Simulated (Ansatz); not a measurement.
# How the smearing shapes the phonons of SrMg (Pm-3m)

Aim: see how the phonons of SrMg (Pm-3m) along the first symmetry line respond to the electronic smearing. The first relaxation steps of the session are not shown, so no cell shown is the starting entry, unless a step says so.

Program: Ansatz 0.2.0. Level of theory: DFT PBEsol, scalar-relativistic, plane waves, PAW. Results are calculated unless marked as measured.

## Step 1: The cell after earlier relaxation steps

Symmetry: Pm-3m, No. 221, cubic system. Conventional cell: a = 4.122 Å, b = 4.122 Å, c = 4.122 Å, α = 90.00°, β = 90.00°, γ = 90.00°. Nearest to Sr lie 8 Mg at 3.57 Å. Nearest to Mg lie 8 Sr at 3.57 Å. Farther neighbours are not listed.

## Step 2: Relaxing cell and atoms

The cell moved far, so the relaxation is started again from the new cell to confirm it. Earlier relaxation steps are not shown.

Input file input.yaml:

```yaml
crystal:
  lattice:
    - [4.122383174, 0.0, 0.0]
    - [0.0, 4.122383174, 0.0]
    - [0.0, 0.0, 4.122383174]
  atoms:
    - { symbol: Sr, position: [0.5, 0.5, 0.5] }
    - { symbol: Mg, position: [0.0, 0.0, 0.0] }
kpoints:
  mp_grid: { grid: [8, 8, 8] }
hamiltonian:
  xc: pbesol
scf:
  occupations: { method: gaussian, width: 0.1 }
output:
  forces: true
  stress: true
  eigenvalues: true
relax:
  adjacent_minimum: "off"
  f_tol: 0.005
  max_steps: 80
  cell: { stress_tol: 0.05 }
```

Started as:

```
$ ansatz run input.yaml --threads 4 --pin off --max-ram 8192MiB --backend cpu --events-out ev --progress --plain --runs-dir out
```

Numbers of over 12 decimals in the logs are rounded to 6 here.

Output:

```text
[the first part of the log is left out]
  E_xc         = -198.149091
  E_vxc        = -195.824801  (∫ρ·V_xc dr)
  E_paw        = -2926.060714  (= ΣΔE_a)
  E_vpaw       = -69.078794  (= ΣTr[D̂ρ^β])
  E_aug_tail   = -0.000007  (compensation charges beyond the density's cutoff)
  E_ewald      = -1271.198462
  E_core_change = 0.193210  (= ΣΔE_core)
  E_smearing   = -0.011943  (= −TS)
  E_closure    = -0.000000  (closes the sum)
  Σ components = -5404.386543   (vs F -5404.386543, Δ=0.00e0)
--- Forces (eV/Å), atoms counted from 1 ---
  atom   1  Sr     0.00000000    -0.00000000    -0.00000000
  atom   2  Mg    -0.00000000     0.00000000    -0.00000000
  max |Σ_I F_I| component: 2.14e-30 eV/Å
--- Stress (GPa, compression-positive) ---
        0.025238      -0.000000       0.000000
        0.000000       0.025238       0.000000
        0.000000       0.000000       0.025238
  P = ⅓ Tr σ = 0.0252 GPa (0.252 kbar)
--- Band table (eV; the first three rows and the last of 35) ---
  k-point 0: bands = ["-69.9468", "-36.8894", "-36.8894", "-36.8894", "-30.0809", "-12.0552", "-12.0552", "-12.0552", "0.8105", "6.5101", "6.5101", "9.4943", "9.4943", "9.4943"]
  k-point 1: bands = ["-69.9468", "-36.8895", "-36.8894", "-36.8894", "-30.0797", "-12.0808", "-12.0530", "-12.0530", "0.9776", "6.2967", "6.6063", "9.0528", "9.0528", "9.2719"]
  k-point 2: bands = ["-69.9468", "-36.8897", "-36.8894", "-36.8894", "-30.0768", "-12.1417", "-12.0476", "-12.0476", "1.4612", "5.5000", "6.8723", "8.4744", "8.4744", "9.5126"]
  k-point 34: bands = ["-69.9468", "-36.8899", "-36.8899", "-36.8899", "-30.0568", "-12.1792", "-12.1792", "-12.1792", "5.1190", "5.1190", "5.1190", "6.3818", "8.8898", "8.8898"]
--- Relaxed structure (1 steps of the walk, 1 accepted, 1 SCFs on fresh bases) ---
  F+E_penalty+E_count = -5404.38654281 eV   max|allowed force component| = 1.167e-30 eV/Å   (the final SCF, on the basis selected at the relaxed cell)
  cell:  # Å, volume = 70.0560 Å³
    - [4.122383174, 0.0, 0.0]
    - [0.0, 4.122383174, 0.0]
    - [0.0, 0.0, 4.122383174]
  atoms:
    - { symbol: Sr, position: [0.5, 0.5, 0.5] }
    - { symbol: Mg, position: [0.0, 0.0, 0.0] }
```

Elapsed: 1.6 s, on 4 threads of Arm Neoverse V1, shared host; peak memory 0.34 GiB; 5.3 s of CPU time.

Little changed from the start: no atom moved by 0.005 Å and no cell edge by 0.1 %.

Numbers from this step:

```
pressure          : 0.02524 GPa
volume per atom   : 35.03 Å³
metallic on mesh  : yes
gap on the k-mesh : 0 eV
```

The largest force is now zero by symmetry and the largest stress component 0.025 GPa, small enough for phonons.

## Step 3: Wavevectors along a line: Fermi–Dirac smearing of 0.1 eV

The smearing blurs the Fermi surface that screens the phonons; a Fermi–Dirac width is an electronic temperature.

input.yaml, the sections that differ from step 2:

```yaml
kpoints:
  mp_grid: { grid: [12, 12, 12] }
scf:
  occupations: { method: fermi_dirac, width: 0.1 }
output:
  eigenvalues: true
phonons:
  method: dfpt
  qpoints:
    - [0, 0, 0]
    - [0.0, 0.083333333, 0.0]
    - [0.0, 0.166666667, 0.0]
    - [0.0, 0.25, 0.0]
    - [0.0, 0.333333333, 0.0]
    - [0.0, 0.416666667, 0.0]
    - [0.0, 0.5, 0.0]
# crystal, hamiltonian: as in step 2
# relax: removed
```

Output:

```text
The run solves and reports these wavevectors of phonons.qpoints, in the list's order, at another value: [0.0, 0.083333333, 0.0] as [0.0, 0.083333, 0.0], [0.0, 0.166666667, 0.0] as [0.0, 0.166667, 0.0], [0.0, 0.333333333, 0.0] as [0.0, 0.333333, 0.0], [0.0, 0.416666667, 0.0] as [0.0, 0.416667, 0.0].
[...]
Crystal: 2 atoms, lattice volume = 70.056 Å³
Basis set: ecut = 420 eV, 1357 PW (Γ), exchange–correlation on 60×60×60 points (8 copies of the dense FFT grid, shifted against one another)
Bands: 14, of which v1, the nominal top of the filled ones, is band 10 counted from 1 (9 counted from 0)
Symmetry: 48 space group operations
k-points: 84 of 1728
[...]
SCF iter   1: F=—  HF=-5404.419576 eV  |F-HF|=—  |Δ(HF+E_count)|=         —  Δρ=1.59e-3  dr2=1.31e-3  ethr=1.77e-3  ⟨swp⟩=7.0  Hψ=7555  notcnv=0
[...]
SCF iter   9: F=-5404.419190 eV  HF=-5404.419190 eV  |F-HF|=2.73e-12  |Δ(HF+E_count)|=  6.37e-12  Δρ=4.11e-8  dr2=1.17e-12  ethr=1.00e-12  ⟨swp⟩=6.3  Hψ=5174  notcnv=0
SCF 1 converged in 9 iterations: F = -5404.419190 eV  dr2 = 1.17e-12
[...]
NSCF: frozen V_eff on 84 k-points
[...]
DFPT response loops at q = (0, 0, 0) (fractional): preconditioner auto → Kerker (q_TF=auto, 2.214 Å⁻¹) (partly filled bands, converged f_vac=0.000); β = 1.00, the filter's whole step (`scf.mixing.beta` (0.50) is not read by the response loops under this deck's `scf.mixing.preconditioner`; to damp them name `kerker` or `kerker_dos`, under which they read `scf.mixing.beta`, and type it under 1.00, their step now; both keys bind the ground state too); Broyden in place of MSR1
[...]
SCF converged after 9 iterations
Free energy (F): -5404.419190 eV
[...]
Internal energy: -5404.360157 eV  (E = F + TS)
E sigma→0 (E₀):  -5404.389673 eV
Entropy (-TS):   -0.059032 eV (-29.516 meV/atom)
Fermi energy:    5.678330 eV
[...]
--- Band table (eV; the first three rows and the last of 84) ---
  k-point 0: bands = [... 6 lower, -12.0555, -12.0555, 0.8099, 6.5089, 6.5089, 9.4938, 9.4938, 9.4938]
  k-point 1: bands = [... 6 lower, -12.0545, -12.0545, 0.8846, 6.4225, 6.5521, 9.2531, 9.2531, 9.3557]
  k-point 2: bands = [... 6 lower, -12.0517, -12.0517, 1.1049, 6.0965, 6.6775, 8.8481, 8.8481, 9.2548]
  k-point 83: bands = [... 6 lower, -12.1795, -12.1795, 5.1188, 5.1188, 5.1188, 6.3813, 8.8887, 8.8887]
--- Phonons (Γ-DFPT): 2 representative perturbations + reference (Σ response iterations 6) ---
  ASR residual: 1.679e-4 → 0.000e0 eV/Å²; symmetrization residual: 1.712e-7 eV/Å²
  ASR residual per site (eV/Å²): 1.68e-4 6.22e-6
  Γ frequencies (cm⁻¹): 0.00 0.00 0.00 172.30 172.30 172.30
  non-analytic LO–TO correction: not included (Born effective charges unavailable; polar crystals: no LO–TO splitting at Γ)
--- Phonons (arbitrary-q DFPT): 7 explicit q-points ---
  q = [0, 0, 0] (of the zone-centre solve; hermiticity 1.65e-7, symmetrization 8.35e-12): -0.00 0.00 0.00 172.30 172.30 172.30
  q = [0, 0.083333, 0] (4 solved perturbations in 1848 linear systems a pass and spin channel, the states on 588 of 1728 k-point pairs; hermiticity 1.22e-6, symmetrization 4.16e-12): 18.97 18.97 22.20 170.24 171.72 171.72
[...]
sum rule: each row above includes the acoustic sum rule's correction from the zone centre's row sums; it moved no ω² by more than (0.72 cm⁻¹)²
```

Elapsed: 3.9 min, on 4 threads; peak memory 1.4 GiB.

Reading the cycles: dr2 is the Hartree energy of the density residual (eV), the measure of convergence; HF is the Harris–Foulkes estimate of the energy, which meets the free energy F at convergence.

Each wavevector solved by linear response. Frequency against |q| along the line:

| \|q\| along the line (Å⁻¹) | mode 1 = mode 2 (cm⁻¹) | mode 3 (cm⁻¹) | mode 4 (cm⁻¹) | mode 5 = mode 6 (cm⁻¹) |
| --- | --- | --- | --- | --- |
| 0.000 | 0 | 0 | 172 | 172 |
| 0.127 | 19.0 | 22.2 | 170 | 172 |
| 0.254 | 37.5 | 43.5 | 164 | 170 |
| 0.381 | 54.2 | 62.8 | 153 | 167 |
| 0.508 | 68.0 | 79.2 | 140 | 163 |
| 0.635 | 77.4 | 91.6 | 127 | 160 |
| 0.762 | 80.8 | 96.9 | 120 | 159 |

## Step 4: Wavevectors along a line: Fermi–Dirac smearing of 0.25 eV

The smearing blurs the Fermi surface that screens the phonons; a Fermi–Dirac width is an electronic temperature.

Edit input.yaml of step 3 so:

```diff
@@ -13,3 +13,3 @@
 scf:
-  occupations: { method: fermi_dirac, width: 0.1 }
+  occupations: { method: fermi_dirac, width: 0.25 }
 output:
```

Wider smearing eases the sum over k-points of a metal but moves the result away from its zero-temperature value.

Output:

```text
band count auto-derived: 15 (N_el = 20.0; filled up to band 10; 14 by the electrons, moments and atoms)
[...]
Crystal: 2 atoms, lattice volume = 70.056 Å³
Basis set: ecut = 420 eV, 1357 PW (Γ), exchange–correlation on 60×60×60 points (8 copies of the dense FFT grid, shifted against one another)
Bands: 15, of which v1, the nominal top of the filled ones, is band 10 counted from 1 (9 counted from 0)
[... 1 set-up line as in the run before ...]
k-points: 84 of 1728
[...]
SCF iter   1: F=—  HF=-5404.566938 eV  |F-HF|=—  |Δ(HF+E_count)|=         —  Δρ=1.60e-3  dr2=1.66e-3  ethr=1.77e-3  ⟨swp⟩=6.9  Hψ=7861  notcnv=0
[...]
SCF iter   9: F=-5404.566509 eV  HF=-5404.566509 eV  |F-HF|=2.73e-12  |Δ(HF+E_count)|=  9.09e-13  Δρ=3.87e-8  dr2=8.04e-13  ethr=1.00e-12  ⟨swp⟩=6.5  Hψ=5718  notcnv=0
the search or the solves at the SCF's close seem to have found levels that the self-consistency loop had missed (the run counts 1). By its estimate they hold under 1e-12 electrons; where the run keeps them, the occupations were computed again with them
SCF 1 converged in 9 iterations: F = -5404.566509 eV  dr2 = 8.04e-13
[...]
WARN: eigensolver did not converge in 2 slots of this pass, the one above among them; of largest residual over every band (k=27): 1 band(s) unlocked (lowest unlocked band 14, counted from 0; max residual 9.12e-5 eV among the unlocked bands, 9.12e-5 eV over every band); of lowest unlocked band (k=27): band 14
[...]
SCF converged after 9 iterations
Free energy (F): -5404.566509 eV
[...]
Internal energy: -5404.228425 eV  (E = F + TS)
E sigma→0 (E₀):  -5404.397467 eV
Entropy (-TS):   -0.338085 eV (-169.042 meV/atom)
Fermi energy:    5.676458 eV
[...]
--- Band table (eV; the first three rows and the last of 84) ---
  k-point 0: bands = [... 6 lower, -12.0390, -12.0390, 0.8080, 6.5126, 6.5126, 9.4916, 9.4916, 9.4916, ... 1 higher]
  k-point 1: bands = [... 6 lower, -12.0379, -12.0379, 0.8827, 6.4256, 6.5558, 9.2536, 9.2536, 9.3544, ... 1 higher]
  k-point 2: bands = [... 6 lower, -12.0351, -12.0351, 1.1031, 6.0981, 6.6815, 8.8506, 8.8506, 9.2556, ... 1 higher]
  k-point 83: bands = [... 6 lower, -12.1632, -12.1632, 5.1193, 5.1193, 5.1193, 6.3745, 8.8904, 8.8904, ... 1 higher]
[...]
ASR residual: 8.594e-4 → 0.000e0 eV/Å²; symmetrization residual: 2.953e-7 eV/Å²
  ASR residual per site (eV/Å²): 8.59e-4 3.58e-5
  Γ frequencies (cm⁻¹): 0.00 0.00 0.00 171.27 171.27 171.27
[...]
--- Phonons (arbitrary-q DFPT): 7 explicit q-points ---
[...]
```

Run time: 4.4 min. Hardware: 4 threads; peak memory 1.5 GiB; 17 min of CPU time.

Each wavevector solved by linear response. Frequency against |q| along the line:

| \|q\| along the line (Å⁻¹) | mode 1 = mode 2 (cm⁻¹) | mode 3 (cm⁻¹) | mode 4 (cm⁻¹) | mode 5 = mode 6 (cm⁻¹) |
| --- | --- | --- | --- | --- |
| 0.000 | 0 | 0 | 171 | 171 |
| 0.127 | 19.3 | 22.4 | 169 | 171 |
| 0.254 | 37.6 | 43.5 | 163 | 169 |
| 0.381 | 54.2 | 62.5 | 152 | 166 |
| 0.508 | 67.7 | 78.7 | 140 | 162 |
| 0.635 | 76.9 | 91.3 | 127 | 159 |
| 0.762 | 80.2 | 97.3 | 120 | 158 |

Against step 3 (now smearing width 0.25 eV), the free energy moves by -73.7 meV an atom.

## Step 5: Wavevectors along a line: Fermi–Dirac smearing of 0.04 eV

The smearing blurs the Fermi surface that screens the phonons; a Fermi–Dirac width is an electronic temperature.

Edit input.yaml of step 4 so:

```diff
@@ -13,3 +13,3 @@
 scf:
-  occupations: { method: fermi_dirac, width: 0.25 }
+  occupations: { method: fermi_dirac, width: 0.04 }
 output:
```

Narrower smearing comes nearer the zero-temperature value but asks more of the mesh.

Output:

```text
[...]
Crystal: 2 atoms, lattice volume = 70.056 Å³
Basis set: ecut = 420 eV, 1357 PW (Γ), exchange–correlation on 60×60×60 points (8 copies of the dense FFT grid, shifted against one another)
Bands: 14, of which v1, the nominal top of the filled ones, is band 10 counted from 1 (9 counted from 0)
[... 1 set-up line as in the run before ...]
k-points: 84 of 1728
[...]
SCF iter   1: F=—  HF=-5404.393555 eV  |F-HF|=—  |Δ(HF+E_count)|=         —  Δρ=1.59e-3  dr2=1.29e-3  ethr=1.77e-3  ⟨swp⟩=7.6  Hψ=7726  notcnv=0
[...]
SCF iter   9: F=-5404.393150 eV  HF=-5404.393150 eV  |F-HF|=1.82e-12  |Δ(HF+E_count)|=  7.28e-12  Δρ=4.05e-8  dr2=1.18e-12  ethr=1.00e-12  ⟨swp⟩=6.4  Hψ=5084  notcnv=0
SCF 1 converged in 9 iterations: F = -5404.393150 eV  dr2 = 1.18e-12
[...]
SCF converged after 9 iterations
Free energy (F): -5404.393150 eV
[...]
Internal energy: -5404.382062 eV  (E = F + TS)
E sigma→0 (E₀):  -5404.387606 eV
Entropy (-TS):   -0.011088 eV (-5.544 meV/atom)
Fermi energy:    5.686904 eV
[...]
--- Band table (eV; the first three rows and the last of 84) ---
  k-point 0: bands = [... 6 lower, -12.0565, -12.0565, 0.8100, 6.5089, 6.5089, 9.4940, 9.4940, 9.4940]
  k-point 1: bands = [... 6 lower, -12.0555, -12.0555, 0.8847, 6.4225, 6.5521, 9.2531, 9.2531, 9.3559]
  k-point 2: bands = [... 6 lower, -12.0527, -12.0527, 1.1051, 6.0965, 6.6775, 8.8480, 8.8480, 9.2548]
  k-point 83: bands = [... 6 lower, -12.1805, -12.1805, 5.1188, 5.1188, 5.1188, 6.3817, 8.8887, 8.8887]
[...]
ASR residual: 6.568e-5 → 0.000e0 eV/Å²; symmetrization residual: 1.741e-7 eV/Å²
  ASR residual per site (eV/Å²): 6.57e-5 7.64e-6
  Γ frequencies (cm⁻¹): 0.00 0.00 0.00 172.35 172.35 172.35
[...]
--- Phonons (arbitrary-q DFPT): 7 explicit q-points ---
[...]
```

Run time: 3.8 min. Hardware: 4 threads; peak memory 1.4 GiB.

Each wavevector solved by linear response. Table of frequency by |q| along the line:

| \|q\| along the line (Å⁻¹) | mode 1 = mode 2 (cm⁻¹) | mode 3 (cm⁻¹) | mode 4 (cm⁻¹) | mode 5 = mode 6 (cm⁻¹) |
| --- | --- | --- | --- | --- |
| 0.000 | 0 | 0 | 172 | 172 |
| 0.127 | 18.7 | 21.8 | 170 | 172 |
| 0.254 | 37.6 | 43.0 | 164 | 170 |
| 0.381 | 54.2 | 62.2 | 153 | 167 |
| 0.508 | 68.0 | 78.7 | 139 | 163 |
| 0.635 | 77.4 | 91.5 | 126 | 160 |
| 0.762 | 80.8 | 96.1 | 119 | 159 |

Against step 3 (now smearing width 0.04 eV), the free energy moves by +13.0 meV an atom.

## Step 6: Phonons along a line: Methfessel–Paxton smearing of 0.2 eV

Each wavevector is solved by itself, so no interpolation smooths a dip of the branch.

Edit input.yaml of step 5 so:

```diff
@@ -13,3 +13,3 @@
 scf:
-  occupations: { method: fermi_dirac, width: 0.04 }
+  occupations: { method: methfessel_paxton, width: 0.2 }
 output:
```

Output:

```text
[...]
Crystal: 2 atoms, lattice volume = 70.056 Å³
Basis set: ecut = 420 eV, 1357 PW (Γ), exchange–correlation on 60×60×60 points (8 copies of the dense FFT grid, shifted against one another)
Bands: 14, of which v1, the nominal top of the filled ones, is band 10 counted from 1 (9 counted from 0)
[... 1 set-up line as in the run before ...]
k-points: 84 of 1728
[...]
SCF iter   1: F=—  HF=-5404.389555 eV  |F-HF|=—  |Δ(HF+E_count)|=         —  Δρ=1.59e-3  dr2=1.29e-3  ethr=1.77e-3  ⟨swp⟩=6.8  Hψ=7462  notcnv=0
[...]
SCF iter   9: F=-5404.389179 eV  HF=-5404.389179 eV  |F-HF|=0.00e0  |Δ(HF+E_count)|=  6.37e-12  S|Δr|=    0.00e0  Δρ=4.08e-8  dr2=1.20e-12  ethr=1.00e-12  ⟨swp⟩=6.4  Hψ=5159  notcnv=0
SCF 1 converged in 9 iterations: F = -5404.389179 eV  dr2 = 1.20e-12
[...]
SCF converged after 9 iterations
Stability not checked: this state was not tested for a lower state beside it, because cold or Methfessel-Paxton smearing, or corrected tetrahedra, fill the levels in a way that the test cannot read (fill_not_monotonic; see scf.lower_state_search)
Free energy (F): -5404.389179 eV
[...]
Internal energy: -5404.385562 eV  (E = F + TS)
E sigma→0 (E₀):  -5404.388274 eV
Entropy (-TS):   -0.003616 eV (-1.808 meV/atom)
Fermi energy:    5.683896 eV
[...]
--- Band table (eV; the first three rows and the last of 84) ---
  k-point 0: bands = [... 6 lower, -12.0564, -12.0564, 0.8101, 6.5090, 6.5090, 9.4940, 9.4940, 9.4940]
  k-point 1: bands = [... 6 lower, -12.0554, -12.0554, 0.8848, 6.4226, 6.5521, 9.2531, 9.2531, 9.3559]
  k-point 2: bands = [... 6 lower, -12.0526, -12.0526, 1.1051, 6.0966, 6.6776, 8.8480, 8.8480, 9.2549]
  k-point 83: bands = [... 6 lower, -12.1804, -12.1804, 5.1188, 5.1188, 5.1188, 6.3817, 8.8888, 8.8888]
[...]
ASR residual: 4.270e-5 → 0.000e0 eV/Å²; symmetrization residual: 2.107e-7 eV/Å²
  ASR residual per site (eV/Å²): 4.27e-5 9.75e-6
  Γ frequencies (cm⁻¹): 0.00 0.00 0.00 172.41 172.41 172.41
[...]
--- Phonons (arbitrary-q DFPT): 7 explicit q-points ---
[...]
```

Run time: 3.9 min. Hardware: 4 threads; peak memory 1.4 GiB.

Each wavevector solved by linear response. Table of frequency by |q| along the line:

| \|q\| along the line (Å⁻¹) | mode 1 = mode 2 (cm⁻¹) | mode 3 (cm⁻¹) | mode 4 (cm⁻¹) | mode 5 = mode 6 (cm⁻¹) |
| --- | --- | --- | --- | --- |
| 0.000 | 0 | 0 | 172 | 172 |
| 0.127 | 18.8 | 21.9 | 170 | 172 |
| 0.254 | 37.6 | 43.1 | 164 | 170 |
| 0.381 | 54.3 | 62.4 | 153 | 167 |
| 0.508 | 68.2 | 79.0 | 140 | 163 |
| 0.635 | 77.6 | 91.6 | 127 | 160 |
| 0.762 | 81.0 | 96.5 | 120 | 159 |

Against step 3 (now occupations Methfessel-Paxton and smearing width 0.2 eV), the free energy moves by +15.0 meV an atom.

## Step 7: The lowest branch at each setting

Lowest frequency against |q| along the line:

| \|q\| along the line (Å⁻¹) | fermi dirac 0.1 eV, k 12x12x12 (cm⁻¹) | fermi dirac 0.25 eV, k 12x12x12 (cm⁻¹) | fermi dirac 0.04 eV, k 12x12x12 (cm⁻¹) | methfessel paxton 0.2 eV, k 12x12x12 (cm⁻¹) |
| --- | --- | --- | --- | --- |
| 0.000 | 0 | 0 | 0 | 0 |
| 0.127 | 19.0 | 19.3 | 18.7 | 18.8 |
| 0.254 | 37.5 | 37.6 | 37.6 | 37.6 |
| 0.381 | 54.2 | 54.2 | 54.2 | 54.3 |
| 0.508 | 68.0 | 67.7 | 68.0 | 68.2 |
| 0.635 | 77.4 | 76.9 | 77.4 | 77.6 |
| 0.762 | 80.8 | 80.2 | 80.8 | 81.0 |

## Step 8: Outcome

```yaml
phonon_run_of_the_rows_without_a_label_of_their_own: PBEsol, k 12×12×12
lowest_branch_at_the_last_solved_point_fermi_dirac_0p1_ev: 80.8 cm⁻¹ at |q| = 0.762 Å⁻¹
lowest_branch_at_the_last_solved_point_fermi_dirac_0p25_ev: 80.2 cm⁻¹ at |q| = 0.762 Å⁻¹
lowest_branch_at_the_last_solved_point_fermi_dirac_0p04_ev: 80.8 cm⁻¹ at |q| = 0.762 Å⁻¹
lowest_branch_at_the_last_solved_point_methfessel_paxton_0p2_ev: 81.0 cm⁻¹ at |q| = 0.762 Å⁻¹
```

In words: No branch softens by more than 4 % of the top frequency as the smearing narrows, so no anomaly that hangs on the smearing shows at these points. The line holds 7 wavevectors, so a narrow dip between them would be missed. Between Fermi–Dirac 0.25 eV and Fermi–Dirac 0.04 eV the largest change, with modes counted by rank of frequency, is in mode 5 at |q| = 0.254 Å⁻¹, from 169 to 170 cm⁻¹; the branches hardly feel the smearing. Where branches cross, a count by rank can hide a softening. At the narrowest width the k mesh may not resolve the Fermi surface, so part of the change can be mesh noise.

[Logs are printed without paths, hosts, clocks, repeated set-up lines and the standing remarks that a program may print on its own settings, such as how far it seeks lower states.]

[Hosts, paths, dates, database ids (printed as entryN), source tags and the programs' standing remarks are cut or masked in the printed files.]
